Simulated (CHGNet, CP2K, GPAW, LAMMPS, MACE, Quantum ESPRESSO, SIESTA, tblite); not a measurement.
## Finding the fault: Quantum ESPRESSO, amorphous Ge (61 atoms)

Program: Quantum ESPRESSO 7.5, a calculation on a cell of 61 Ge, 23.8 Å³ an atom.

File pw.in:

```
&control
  calculation = 'scf'
  pseudo_dir = './pseudo'
  outdir = './tmp'
  disk_io = 'none'
  tprnfor = .true.
  tstress = .true.
/
&system
  ibrav = 0
  nat = 61
  ntyp = 1
  ecutwfc = 45
  ecutrho = 360
  nosym = .true.
  occupations = 'smearing'
  smearing = 'fd'
  degauss = 0.003675
/
&electrons
  conv_thr = 3.0e-07
  electron_maxstep = 2
  mixing_beta = 0.2
  mixing_mode = 'local-TF'
  diagonalization = 'david'
/
ATOMIC_SPECIES
Ge 72.630 Ge.upf
CELL_PARAMETERS angstrom
11.31680 0.00000 0.00000
0.00000 11.31680 0.00000
0.00000 0.00000 11.31680
ATOMIC_POSITIONS crystal
Ge 0.79848 0.13488 0.68510
Ge 0.81888 0.92381 0.75392
Ge 0.71953 0.36695 0.01381
Ge 0.24033 0.28633 0.07513
Ge 0.09362 0.79331 0.18485
Ge 0.38034 0.09822 0.50212
Ge 0.67502 0.50121 0.18882
Ge 0.70721 0.99825 0.05962
Ge 0.04876 0.54114 0.94171
Ge 0.96600 0.72577 0.01924
[... 47 atom lines left out ...]
Ge 0.24777 0.08175 0.13397
Ge 0.81396 0.08613 0.46838
Ge 0.52490 0.20417 0.24286
Ge 0.15026 0.18132 0.74206
K_POINTS gamma
```

Run with:

```
$ OMP_NUM_THREADS=1 mpirun -np 4 pw.x -in pw.in > output.txt
```

The program printed:

```text
Program PWSCF
     gamma-point specific algorithms are used
     one sub-group per band group will be used
     scalapack distributed-memory algorithm (size of sub-group:  2*  2 procs)
     Parallelization info
     sticks:   dense  smooth     PW     G-vecs:    dense   smooth      PW
     Min        3277    1638    409               282169    99766   12484
     Max        3280    1640    412               282176    99769   12486
     Sum       13117    6557   1641              1128693   399071   49941
     bravais-lattice index     =            0
     lattice parameter (alat)  =      21.3857  a.u.
     unit-cell volume          =    9780.6456 (a.u.)^3
     number of atoms/cell      =           61
     number of atomic types    =            1
     number of electrons       =       854.00
     number of Kohn-Sham states=          512
     kinetic-energy cutoff     =      45.0000  Ry
     charge density cutoff     =     360.0000  Ry
     scf convergence threshold =      3.0E-07
     mixing beta               =       0.2000
     number of iterations used =            8  local-TF  mixing
     Exchange-correlation=  SLA  PW   PBX  PBC
                           (   1   4   3   4   0   0   0)
     crystal axes: (cart. coord. in units of alat)
               a(1) = (   1.000000   0.000000   0.000000 )
               a(2) = (   0.000000   1.000000   0.000000 )
               a(3) = (   0.000000   0.000000   1.000000 )
     reciprocal axes: (cart. coord. in units 2 pi/alat)
               b(1) = (  1.000000  0.000000  0.000000 )
               b(2) = (  0.000000  1.000000  0.000000 )
               b(3) = (  0.000000  0.000000  1.000000 )
     PseudoPot. # 1 for Ge:
     Pseudo is Ultrasoft + core correction, Zval = 14.0
     atomic species   valence    mass     pseudopotential
     Ge               14.00    72.63000     Ge( 1.00)
     No symmetry found
   Cartesian axes
     number of k points=     1  Fermi-Dirac smearing, width (Ry)=  0.0037
                       cart. coord. in units 2pi/alat
        k(    1) = (   0.0000000   0.0000000   0.0000000), wk =   2.0000000
     Dense  grid:   564347 G-vectors     FFT dimensions: ( 135, 135, 135)
     Smooth grid:   199536 G-vectors     FFT dimensions: (  96,  96,  96)
     Initial potential from superposition of free atoms
     starting charge     853.9467, renormalised to     854.0000
     Starting wfcs are  549 randomized atomic wfcs
     Self-consistent Calculation
     iteration #  1     ecut=    45.00 Ry     beta= 0.20
     Threshold (ethr) on eigenvalues was too large:
     Diagonalizing with lowered threshold
     total energy              =  -13031.85869490 Ry
     estimated scf accuracy    <       1.20192588 Ry
     iteration #  2     ecut=    45.00 Ry     beta= 0.20
     total energy              =  -13031.62691140 Ry
     estimated scf accuracy    <       0.91447386 Ry
     End of self-consistent calculation
     convergence NOT achieved after   2 iterations: stopping
     Message from routine punch:
     Nothing written, as per user request (disk_io='none')
```

Run time: 52 s. Hardware: 4 MPI ranks of Arm Neoverse V1, shared host; peak memory 3.1 GiB; 3.5 min of CPU time.

Banners, paths, timers and routine set-up lines are dropped from the logs unmarked, and long logs keep their key lines alone; longer cuts are marked.

Q: Name the fault.

Too few SCF iterations: iteration limit 2.

The run ended unconverged.

[Also dropped from logs without a mark: logging warnings of Python, and SIESTA's first energy breakdown and zero terms.]

[Logs are printed without paths, hosts, clocks, repeated set-up lines and the standing remarks that a program may print on its own settings, such as how far it seeks lower states.]

[Hosts, paths, dates, database ids (printed as entryN), source tags and the programs' standing remarks are cut or masked in the printed files.]
